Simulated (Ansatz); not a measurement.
# Convergence of a linear-scaling basis for graphene/h-BP/graphene sandwich (62 atoms), part 2 of 2

Wanted: errors and times of a linear-scaling basis for graphene/h-BP/graphene sandwich (62 atoms). A setting counts as converged where the r.m.s. difference of forces stays under 1 % of the r.m.s. force.

Ansatz 0.2.0; Kohn-Sham DFT, PBE+D4, PAW (set soft_2), plane waves.

The cell: 48 C, 7 B and 7 P. Beside vacuum, support functions can miss their usual error bounds without a warning.

So far. Step 10 (A changed input): The fault in the input: a lattice typed in bohr (crystal.lattice). The fix is to type the lattice in Å. Step 11 (Other settings): Forces differ from the reference by 0.29 meV/Å r.m.s., 0.061 % of their size, well within a tolerance of 1 %; the energy by -2.7 meV/atom. It took 1.7 min and 27 cycles; the reference's time can't be set against it, since the two runs asked for unlike analyses.

## 13. The reference in detail

The comparisons rest on this run, so its electronic structure is set out here.

Length of the force by element:

| element | coordination | atoms | mean length of the force (eV/Å) | spread | least | most |
| --- | --- | --- | --- | --- | --- | --- |
| B | all | 7 | 0.318 | 0.121 | 0.179 | 0.503 |
| C | all | 48 | 0.818 | 0.389 | 0.132 | 1.83 |
| P | all | 7 | 0.411 | 0.167 | 0.0595 | 0.600 |

Löwdin charges by element (they lack the spilled electrons, 0.039 e an atom on average):

```csv
element,coordination,atoms,mean charge (e),spread,least,most
B,all,7,-0.592,0.0061,-0.602,-0.586
C,all,48,0.0414,0.0014,0.0385,0.0444
P,all,7,0.653,0.0056,0.643,0.660
```

By region:

| region | atoms | mean length of the force (eV/Å) |
| --- | --- | --- |
| layer 1 | 24 | 0.817 |
| layer 2 | 14 | 0.365 |
| layer 3 | 24 | 0.82 |

Density of states as counts of states in windows of 1 eV (from the Fermi level), total and the larger projections:

```
from (eV)  to (eV)  total   C p  layer 1  layer 3  layer 2  P p  B p
      -14      -13   12.2   5.1      4.5      4.6      3.0  0.2  0.3
      -13      -12   14.7   5.8      4.5      4.5      5.6  0.6  1.4
      -12      -11    4.2   0.0      0.0      0.0      4.2  0.1  1.5
      -11      -10   20.6  14.4      9.9      9.9      0.6  0.0  0.2
      -10       -9    3.1   2.8      1.5      1.5      0.1  0.0  0.0
       -9       -8   13.6   8.3      4.5      4.6      4.4  2.3  0.5
       -8       -7   21.2  15.3      8.8      8.8      3.2  1.5  0.7
       -7       -6   29.3  23.7     12.2     12.2      4.6  2.2  1.5
       -6       -5   14.9  12.7      6.4      6.3      2.0  1.0  0.9
       -5       -4   22.3  12.6      6.5      6.5      9.1  4.4  4.1
       -4       -3   21.1  14.0      7.0      7.0      7.0  3.6  3.4
       -3       -2   17.0   9.9      5.0      5.0      7.0  4.0  3.0
       -2       -1    8.5   6.0      3.0      3.0      2.5  1.7  0.8
       -1        0    4.1   2.2      1.1      1.1      1.9  1.3  0.5
        0        1    5.2   2.4      1.2      1.2      2.6  0.8  1.9
        1        2   10.3   7.7      3.9      3.8      2.0  0.7  1.3
        2        3   10.7   5.6      2.8      2.8      4.4  1.3  1.9
        3        4   22.8  11.4      5.7      5.7      7.6  2.2  3.2
        4        5    9.8   0.8      0.4      0.4      2.8  0.8  0.9
```

Between -20 and -14 eV lie 41 more states.

The levels nearest the highest filled one (over half full), pooled over k-points and spins:

| level less the highest filled one (eV) | occupation |
| --- | --- |
| -0.905 | 2 |
| -0.903 | 2 |
| -0.867 | 2 |
| -0.0468 | 1.92 |
| -0.0089 | 1.69 |
| 0 | 1.59 |
| 0.0341 | 0.997 |
| 0.0372 | 0.934 |
| 0.056 | 0.586 |
| 0.0924 | 0.176 |
| 0.108 | 0.097 |
| 0.882 | 0 |

Planar average of the electrostatic potential energy along the normal, with the Fermi level as zero, after a running mean with a triangular window 4 Å wide at its base:

```
height (Å)  potential energy (eV)
       0.0                   4.26
       0.6                   4.26
       1.2                   4.26
       1.7                   4.26
       2.3                   4.25
       2.9                   4.25
       3.6                   4.23
       4.2                   4.09
       4.8                   3.13
       5.4                   0.18
       6.0                  -3.68
       6.5                  -7.28
       7.1                  -8.54
       7.7                  -6.12
       8.3                  -3.27
       8.9                  -2.17
       9.4                  -3.49
      10.0                  -6.19
      10.7                  -6.92
      11.3                  -4.55
      11.9                  -2.69
      12.5                  -3.09
      13.1                  -5.41
      13.6                  -8.21
      14.2                  -7.94
      14.8                  -4.62
      15.4                  -0.74
      16.0                   2.59
      16.6                   4.00
      17.1                   4.23
      17.9                   4.26
      18.4                   4.26
      19.0                   4.26
      19.6                   4.26
      20.2                   4.26
      20.8                   4.26
```

Valence density in the cb plane at fractional x = 0.348, with atoms of C and B within 0.2 Å of it. It is the smooth field of the valence electrons, not physical close to the nuclei.

Ten even steps from '0' (0.0 e/Å³) to '9' (1.8 e/Å³), each cell a mean:
```
00000000001599510000112210000148951000000000
00000000001499410000011100000159952000000000
00000000001599510000011100000149951000000000
00000000001599510000011110000149951000000000
00000000001477410000123210000159952000000000
00000000000233200000234421000159952000000000
00000000000011000000245421000136741000000000
00000000000000000000123310000012210000000000
00000000000122100000011110000001100000000000
00000000001365310000000000000001100000000000
00000000001599510000000000000013310000000000
00000000001599510000000000000137741000000000
00000000001599510000011100000159952000000000
00000000001499510000122210000149951000000000
00000000001599510000123320000148941000000000
00000000001599510000121220000148951000000000
00000000001355310000134320000159952000000000
00000000000122100000135421000148951000000000
00000000000000000000235421000024421000000000
00000000000011000001233321000011110000000000
00000000000233200001232331000000100000000000
00000000001487410001244431000011110000000000
00000000001599510000134321000124521000000000
```
Columns run along c (16.0 Å, from fractional 0.12 to 0.88 of the cell), rows up along b (8.5 Å). Atoms in or near the plane, at fractional coordinates: C at (0.33, 0.00), C at (0.34, 0.83), C at (0.33, 0.50), C at (0.33, 0.33), B at (0.50, 0.31), C at (0.67, 0.94), C at (0.67, 0.78), C at (0.67, 0.44), C at (0.67, 0.27).

Electrostatic potential energy in the cb plane at fractional x = 0.348, with atoms of C and B within 0.2 Å of it. With pseudopotentials it is smooth inside the atoms' cores, unlike the true potential.

Ten even steps from '0' (-54 eV) to '9' (5 eV), each cell a mean:
```
99999961159999998889999996104899999999999999
99999985579999999999999995003899999999999999
99999961159999999999999997336999999999999999
99999940038999998889999998547999999999999999
99999972269999987668999996004899999999999999
99999987789999986457999995004899999999999999
99999999999999987568999998547999999999999999
99999999999999998788999999889999999999999999
99999998899999999899999999999999999999999999
99999985579999999999999999999999999999999999
99999950048999999999999999888999999999999999
99999940048999999999999997436999999999999999
99999974379999999999999995003899999999999999
99999974479999998778999996104899999999999999
99999940048999985137999998657999999999999999
99999950048999982005999997326999999999999999
99999985579999984127999995003899999999999999
99999998899999997678999996215899999999999999
99999999999999987568999998768999999999999999
99999999999999973026899999989999999999999999
99999987789999961005899999999999999999999999
99999962269999973126899999889999999999999999
99999940038999987678999998768999999999999999
```
Columns run along c (16.0 Å, from fractional 0.20 to 0.97 of the cell; values clipped at the 3rd and 97th percentile), rows up along b (8.5 Å). Atoms in or near the plane, at fractional coordinates: C at (0.33, 0.00), C at (0.34, 0.83), C at (0.33, 0.50), C at (0.33, 0.33), B at (0.50, 0.31), C at (0.67, 0.94), C at (0.67, 0.78), C at (0.67, 0.44), C at (0.67, 0.27).

Mean Löwdin charges: B -0.59, C +0.04, P +0.65 e (they miss 0.97 % of the electrons, so they add up to more than the cell's charge). Within 0.4 eV of the Fermi level the largest share is C p (99 % of the projected weight). The potential stands 4.26 eV above the Fermi level over the upper face and 4.25 eV under the lower one, a reading of the work function, with no dipole correction.

## 14. Structure statistics

These statistics describe the geometry on which the runs were made.

Normalised to the volume that the atoms fill. g(r), total and by pair (bins of 0.2 Å):

| r (Å) | total | C-C | C-B | C-P | B-B | B-P | P-P |
| --- | --- | --- | --- | --- | --- | --- | --- |
| 1.30 | 0.37 | 0.61 | 0.00 | 0.00 | 0.00 | 0.00 | 0.00 |
| 1.50 | 3.77 | 6.30 | 0.00 | 0.00 | 0.00 | 0.00 | 0.00 |
| 1.70 | 0.00 | 0.00 | 0.00 | 0.00 | 0.00 | 0.00 | 0.00 |
| 1.90 | 0.71 | 0.00 | 0.00 | 0.00 | 0.00 | 27.90 | 0.00 |
| 2.10 | 0.00 | 0.00 | 0.00 | 0.00 | 0.00 | 0.00 | 0.00 |
| 2.30 | 0.00 | 0.00 | 0.00 | 0.00 | 0.00 | 0.00 | 0.00 |
| 2.50 | 2.77 | 4.62 | 0.00 | 0.00 | 0.00 | 0.00 | 0.00 |
| 2.70 | 0.00 | 0.00 | 0.00 | 0.00 | 0.00 | 0.00 | 0.00 |
| 2.90 | 1.04 | 1.74 | 0.00 | 0.00 | 0.00 | 0.00 | 0.00 |
| 3.10 | 0.09 | 0.00 | 0.00 | 0.00 | 1.81 | 0.00 | 5.45 |
| 3.30 | 0.38 | 0.00 | 0.00 | 0.00 | 16.65 | 0.00 | 13.15 |
| 3.50 | 0.30 | 0.00 | 0.86 | 0.86 | 0.00 | 0.00 | 0.00 |
| 3.70 | 1.79 | 1.99 | 1.22 | 1.22 | 0.00 | 6.92 | 0.00 |
| 3.90 | 0.42 | 0.00 | 1.23 | 1.19 | 0.00 | 0.00 | 0.00 |
| 4.10 | 0.39 | 0.00 | 1.06 | 1.15 | 0.00 | 0.00 | 0.00 |
| 4.30 | 1.28 | 1.54 | 1.04 | 1.00 | 0.00 | 0.00 | 0.00 |
| 4.50 | 0.34 | 0.00 | 0.95 | 0.98 | 0.00 | 0.00 | 0.00 |
| 4.70 | 0.33 | 0.00 | 0.97 | 0.93 | 0.00 | 0.00 | 0.00 |
| 4.90 | 1.24 | 1.16 | 0.97 | 0.99 | 0.00 | 7.93 | 0.00 |
| 5.10 | 0.91 | 1.07 | 0.80 | 0.77 | 0.00 | 0.00 | 0.00 |
| 5.30 | 0.32 | 0.00 | 0.95 | 0.88 | 0.00 | 0.00 | 0.00 |
| 5.50 | 0.43 | 0.00 | 0.72 | 0.83 | 6.15 | 0.00 | 5.90 |
| 5.70 | 0.56 | 0.43 | 0.86 | 0.82 | 0.00 | 0.00 | 0.29 |
| 5.90 | 0.24 | 0.00 | 0.71 | 0.67 | 0.00 | 0.00 | 0.00 |
| 6.10 | 0.66 | 0.66 | 0.73 | 0.77 | 0.00 | 0.00 | 0.00 |
| 6.30 | 0.29 | 0.07 | 0.69 | 0.74 | 0.00 | 0.00 | 0.22 |
| 6.50 | 1.16 | 1.32 | 0.74 | 0.69 | 4.63 | 0.00 | 4.41 |
| 6.70 | 0.36 | 0.00 | 0.71 | 0.71 | 0.00 | 4.28 | 0.00 |

Bonds by pair of elements; cutoffs follow the first minimum of g(r), held within bounds set by covalent radii, and pairs that aren't listed don't count as bonded:

```
pair A-B  cutoff (Å)  bonds  mean length (Å)  spread (Å)  shortest (Å)  B about A  A about B
     C-C        1.82     72             1.42       0.013          1.38          3          3
     B-P        2.27     21             1.86       0.011          1.84          3          3
```

How many atoms have how many bonded neighbours:

| element | mean | 3 |
| --- | --- | --- |
| B | 3 | 7 |
| C | 3 | 48 |
| P | 3 | 7 |

For some of the pairs, g(r) has its first main peak near 1.42 Å (C-C), 3.22 Å (B-B), 1.85 Å (B-P) and 3.21 Å (P-P). By these cutoffs all B atoms have 3, all C atoms have 3 and all P atoms have 3 bonded neighbours.

A closer look about C22, which bears the longest force: 13 atoms, nearest first, numbered in the order of the input, with positions taken from that point.

```
atom      x      y      z  distance (Å)  bonds  Löwdin charge (e)     Fx     Fy  Fz (eV/Å)
 C22   0.00   0.00   0.00          0.00      3               0.04  -1.76   0.50       0.18
  C1   1.38   0.02   0.01          1.38      3               0.04   1.36  -0.89      -0.15
 C19  -0.74  -1.22   0.01          1.42      3               0.04   1.46  -0.66      -0.03
 C21  -0.73   1.23   0.00          1.43      3               0.04   0.35   0.02      -0.12
  C4   2.10   1.23   0.01          2.43      3               0.04   0.55   0.24      -0.10
  C2   2.11  -1.23   0.00          2.44      3               0.04   0.38  -0.22       0.12
 C20  -0.02  -2.45   0.01          2.45      3               0.04  -0.54  -0.45      -0.06
  C6  -0.02   2.45  -0.01          2.45      3               0.04   0.17   0.17       0.20
 C14  -2.12  -1.24   0.02          2.46      3               0.04  -1.27   0.78      -0.14
 C16  -2.15   1.23   0.01          2.48      3               0.04   0.50  -0.64       0.07
  C3   1.40   2.45   0.01          2.82      3               0.04  -0.42   0.45      -0.07
 C23   1.40  -2.46   0.01          2.83      3               0.04   0.27   0.59      -0.02
 C13  -2.85   0.01   0.02          2.85      3               0.04  -0.61  -0.40      -0.01
```

The column of bonds counts only the pairs C-C within 1.82 Å, B-P within 2.27 Å; other neighbours, such as metal atoms beside each other in a compound, aren't counted, and periodic images can show an atom twice.

## 15. What came out

| Property | Result |
| --- | --- |
| free energy per atom | -297.3389 eV/atom |
| r.m.s. force component | 0.4728 eV/Å |
| potential in mid-vacuum, over the Fermi level | 4.258 eV |
| wall time of the 10 DFT runs | 32 min |

What this shows: Against plane waves at 420 eV, the forces differ by 0.41 meV/Å (0.086 %) with support functions medium. At 62 atoms the fastest of the runs at a preset level, support functions low, takes roughly 2.5 times the time of plane waves (whose run also made extra analyses, so the like-for-like ratio is larger), in 15 SCF cycles against 15. Differences between support functions and plane waves include what basis error the plane-wave run still has. As the typed spacing goes from 0.206 to 0.411 Å, the force difference goes from 0.37 to 243 meV/Å (not steadily; the least is 0.37 at 0.206 Å), and the time from 2.4 min to 55 s.

No gap is quoted, since levels at the Fermi energy are partly filled. The potential stands 4.26 eV above the Fermi level over the upper face and 4.25 eV under the lower one, a reading of the work function, with no dipole correction. By these cutoffs all B atoms have 3, all C atoms have 3 and all P atoms have 3 bonded neighbours.

What to keep in mind: The geometry was built by rule, was displaced at random and isn't relaxed at this level: its force components are 0.47 eV/Å r.m.s.

[Logs are printed without paths, hosts, clocks, repeated set-up lines and the standing remarks that a program may print on its own settings, such as how far it seeks lower states.]

[Hosts, paths, dates, database ids (printed as entryN), source tags and the programs' standing remarks are cut or masked in the printed files.]
